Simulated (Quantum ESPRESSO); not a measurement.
# Core-hole calculation of the As K edge in As (Pm-3m), part 3 of 3

What does one-electron theory with a core hole give for the As K edge of As (Pm-3m)?

Quantum ESPRESSO 7.5; X-ray absorption near-edge structure, plane-wave PAW LDA, one-electron final states by a Lanczos continued fraction.

So far. Step 3 (Spectrum without a core hole, As atom 1): Main maxima below 30 eV (height): 4.9 eV (1.71), 12.9 eV (0.79) and 20.1 eV (0.83). A K edge sees empty p states on the absorber. Step 7 (Spectrum with XCH, As atom 1): Main maxima below 30 eV (height): 3.8 eV (1.99), 12.1 eV (0.82) and 21.0 eV (0.88). 

This is not the structure that As takes at ambient pressure and room temperature (space group No. 166); it is a model or a phase of other conditions.

**9. Cell with XCH, As atom 1**

Level of this step: plane-wave PAW DFT, LDA, scalar-relativistic, self-consistent field (Quantum ESPRESSO).

A smaller cell brings the holes closer; here they are 2.7 Å apart.

Changed against the first core-hole run: supercell atoms from 8 to 1.

The input, scf.in:

```
&control
   calculation='scf', prefix='x', pseudo_dir='../pp', outdir='tmp', tprnfor=.true.
/
&system
   ibrav=0, nat=1, ntyp=1, nbnd=7
   ecutwfc=40, ecutrho=220
   occupations='smearing', smearing='mv', degauss=0.015
/
&electrons
   conv_thr=1.0e-08, electron_maxstep=120
   mixing_beta=0.5
/
ATOMIC_SPECIES
As0 1.0 As.lda-nx-kjpaw-1sch.UPF
CELL_PARAMETERS angstrom
  2.70368174 0.00000000 0.00000000
  0.00000000 2.70368174 0.00000000
  0.00000000 0.00000000 2.70368174
ATOMIC_POSITIONS crystal
As0  0.50000000 0.50000000 0.50000000
K_POINTS automatic
9 9 9 0 0 0
```

The run is started by

```console
OMP_NUM_THREADS=1 mpirun --oversubscribe --bind-to none -np 4 pw.x -nk 4 -in scf.in > scf.out
```

What it wrote:

```text
     [... banner and references ...]
[banner, memory and clock lines left out]
using ibrav=0 with symmetry is DISCOURAGED, use correct ibrav instead

     G-vector sticks info

     bravais-lattice index     =            0
     lattice parameter (alat)  =       5.1092  a.u.
     unit-cell volume          =     133.3716 (a.u.)^3
     number of atoms/cell      =            1
     number of atomic types    =            1
[...]
hartree contribution      =       1.05541179 Ry
     xc contribution           =     -10.72809069 Ry
     ewald contribution        =     -19.99184789 Ry
     one-center paw contrib.   =    -132.65557290 Ry

     convergence has been achieved in   4 iterations

     Forces acting on atoms (cartesian axes, Ry/au):

     atom    1 type  1   force =     0.00000000    0.00000000    0.00000000

     Total force =     0.000000     Total SCF correction =     0.000000

     XML data file, charge density, pseudopotentials, collected wavefunctions
[key lines of the parts left out:]
!    total energy              =    -156.72981278 Ry
the Fermi energy is     9.1636 ev
```

Wall time 1.8 s (4 MPI ranks of Intel Xeon Platinum 8259CL at 2.50GHz (Skylake/Cascade Lake), shared host); peak memory 0.05 GiB.

**10. Spectrum with XCH, As atom 1**

Changed against the first core-hole run: supercell atoms from 8 to 1.

The input, xspectra.in:

```
&input_xspectra
   calculation='xanes_dipole', edge='K'
   prefix='x', outdir='tmp', xiabs=1, xe0=9.1636
   xonly_plot=.false., x_save_file='xanes.sav'
   xniter=3000, xcheck_conv=20, xerror=0.005
   xcoordcrys=.false., xepsilon(1)=1, xepsilon(2)=0, xepsilon(3)=0
/
&plot
   xnepoint=501, xemin=-10, xemax=70, terminator=.true., cut_occ_states=.true.
   xgamma=0.4
/
&pseudos
   filecore='../As.wfc'
/
&cut_occ
   cut_desmooth=0.1, cut_stepl=0.05, cut_stepu=0.05, cut_ierror=1e-5
/
9 9 9 0 0 0
```

The run is started by

```console
OMP_NUM_THREADS=1 mpirun --oversubscribe --bind-to none -np 4 xspectra.x -nk 4 -in xspectra.in > xspectra.out
```

What it wrote:

```text
     [... banner and references ...]
Reading input_file

     calculation: xanes_dipole

     xepsilon  [cartesian coordinates]:   1.000000   0.000000   0.000000

     xonly_plot: FALSE
        => complete calculation: Lanczos + spectrum plot

     filecore (core-wavefunction file): ../As.wfc

     main plot parameters:
        cut_occ_states: TRUE
        gamma_mode:  constant
        -> using xgamma [eV]:  0.40
        xemin [eV]: -10.00
        xemax [eV]:  70.00
        xnepoint:  501
        xe0 [eV]:   9.163600 (energy zero read in input file)

[...]
x_save_file name:
     ->  xanes.sav
     x_save_file version:  2

     ... End STEP 1 ...

     ... Begin STEP 2 ...

     The spectrum is calculated using the following parameters:
        xe0 [eV]:    9.1636
        the occupied states are elimintate from the spectrum
        xemin [eV]: -10.00
        xemax [eV]:  70.00
        xnepoint:  501
        constant broadening parameter [eV]:    0.400
        Core level energy [eV]: -0.1187E+05
         (from electron binding energy of neutral atoms in X-ray data booklet)

     Cross-section successfully written in xanes.dat

     ... End STEP 2 ...

                                END JOB XSpectra
```

It took 13 s on 4 MPI ranks; peak memory 0.09 GiB; 52 s of CPU time.

These settings depart from the first run's and aren't meant as converged.

The scaled spectrum changes by 23 % r.m.s. A shift of -1.0 eV leaves 9 %. The highest intensity below 24 eV goes from 3.8 eV (1.99) to 2.2 eV (2.14).

| E (eV) | first run | this run |
| --- | --- | --- |
| -2.0 | 0.24 | 0.30 |
| -0.5 | 0.56 | 0.76 |
| 1.0 | 1.16 | 1.76 |
| 2.5 | 1.81 | 2.12 |
| 4.0 | 1.95 | 1.45 |
| 5.5 | 1.26 | 0.72 |
| 7.0 | 0.78 | 0.55 |
| 8.5 | 0.61 | 0.58 |
| 10.0 | 0.63 | 0.74 |
| 11.5 | 0.80 | 0.80 |
| 13.0 | 0.80 | 0.79 |
| 14.5 | 0.80 | 0.83 |
| 16.0 | 0.83 | 0.89 |
| 17.5 | 0.84 | 0.90 |
| 19.0 | 0.83 | 0.90 |
| 20.5 | 0.87 | 0.87 |
| 22.0 | 0.86 | 0.85 |
| 23.5 | 0.82 | 0.83 |
| 25.0 | 0.80 | 0.82 |
| 26.5 | 0.81 | 0.79 |
| 28.0 | 0.82 | 0.81 |
| 29.5 | 0.83 | 0.91 |
| 31.0 | 0.84 | 0.89 |

**11. What the core hole does**

Both curves are counted from their own zero, so only the shift of weight within the empty states shows.

| E (eV) | no hole | XCH |
| --- | --- | --- |
| -2.0 | 0.22 | 0.24 |
| -1.0 | 0.37 | 0.40 |
| 0.0 | 0.74 | 0.77 |
| 1.0 | 1.08 | 1.16 |
| 2.0 | 1.23 | 1.64 |
| 3.0 | 1.44 | 1.89 |
| 4.0 | 1.63 | 1.95 |
| 5.0 | 1.71 | 1.49 |
| 6.0 | 1.61 | 1.08 |
| 7.0 | 1.33 | 0.78 |
| 8.0 | 0.98 | 0.64 |
| 9.0 | 0.72 | 0.59 |
| 10.0 | 0.63 | 0.63 |
| 11.0 | 0.64 | 0.75 |
| 12.0 | 0.73 | 0.82 |
| 13.0 | 0.79 | 0.80 |
| 14.0 | 0.75 | 0.78 |
| 15.0 | 0.74 | 0.83 |
| 16.0 | 0.77 | 0.83 |
| 17.0 | 0.78 | 0.84 |
| 18.0 | 0.81 | 0.84 |
| 19.0 | 0.82 | 0.83 |
| 20.0 | 0.83 | 0.85 |
| 21.0 | 0.82 | 0.88 |
| 22.0 | 0.81 | 0.86 |
| 23.0 | 0.79 | 0.83 |
| 24.0 | 0.76 | 0.81 |
| 25.0 | 0.76 | 0.80 |
| 26.0 | 0.77 | 0.81 |
| 27.0 | 0.77 | 0.81 |
| 28.0 | 0.75 | 0.82 |
| 29.0 | 0.73 | 0.83 |
| 30.0 | 0.74 | 0.83 |
| 31.0 | 0.80 | 0.84 |
| 32.0 | 0.83 | 0.88 |

With each curve scaled to its own mean, the area from −2 to 6 eV with the hole is 10.0 against 9.1, and the centre of weight from −1 to 20 eV moves by -0.1 eV (first and strongest maxima below 20 eV: 4.9 eV (1.71) and 12.9 eV (0.79) without the hole, 3.8 eV (1.99) and 12.1 eV (0.82) with it); the shape changes all the same, by 21 % r.m.s.

**12. Runs not followed above**

These runs aren't followed: redraws of a spectrum that repeat one shown, runs with a planted fault or a state judged unsound, or a program's part that gave no sound spectrum.

| program | step | status | elapsed |
| --- | --- | --- | --- |
| Quantum ESPRESSO | no core hole, redrawn | converged | 8.8 s |
| Quantum ESPRESSO | spectrum with XCH, redrawn | converged | 2.6 s |

**13. What came out**

- absorber and edge: As K, atom 1 of the ground-state input (counted from 1)
- surroundings: 6 As at 2.70 Å (octahedral, site symmetry m-3m)
- highest intensity below 24 eV: 3.8 eV above the zero, height 1.99

The As K edge of atom 1, with 6 As at 2.70 Å (octahedral, site symmetry m-3m), has its highest intensity of the first 24 eV at 3.8 eV above the zero, 2.0 times the mean level of the first 20 eV (Lorentzian half width 1.07 eV up to 4 eV, rising linearly to 1.75 eV at 25 eV (not a setting of the program: the run's 0.4 eV curve was folded afterwards with a further Lorentzian)). With each curve scaled to its own mean, the area from −2 to 6 eV with the hole is 10.0 against 9.1, and the centre of weight from −1 to 20 eV moves by -0.1 eV (first and strongest maxima below 20 eV: 4.9 eV (1.71) and 12.9 eV (0.79) without the hole, 3.8 eV (1.99) and 12.1 eV (0.82) with it); the shape changes all the same, by 21 % r.m.s. A cell with holes 2.7 Å apart changes the curve by 23 % r.m.s. (9 % after the best shift). The primitive cell holds an odd number of electrons, so a spin-paired run has to come out metallic; that is right for a metal, but some such compounds are magnetic or distorted insulators. The holes are only 5.4 Å apart, so the shape is probably not converged with cell size; no larger cell was run here. The structure is a computed Materials Project entry and may be a hypothetical form.

[Banner, clock and machine lines of the logs are left out without a mark of their own.]

[Logs are printed without paths, hosts, clocks, repeated set-up lines and the standing remarks that a program may print on its own settings, such as how far it seeks lower states.]

[Hosts, paths, dates, database ids (printed as entryN), source tags and the programs' standing remarks are cut or masked in the printed files.]

[Lists of maxima count a maximum above −3 eV only where it reaches 4 % of the highest in the window and stands out from its surroundings by 2 % of it (1.5 % where it reaches 55 %); shoulders and weaker maxima are passed over, and of the rest the first, up to two pre-edge ones and the few strongest are named.]
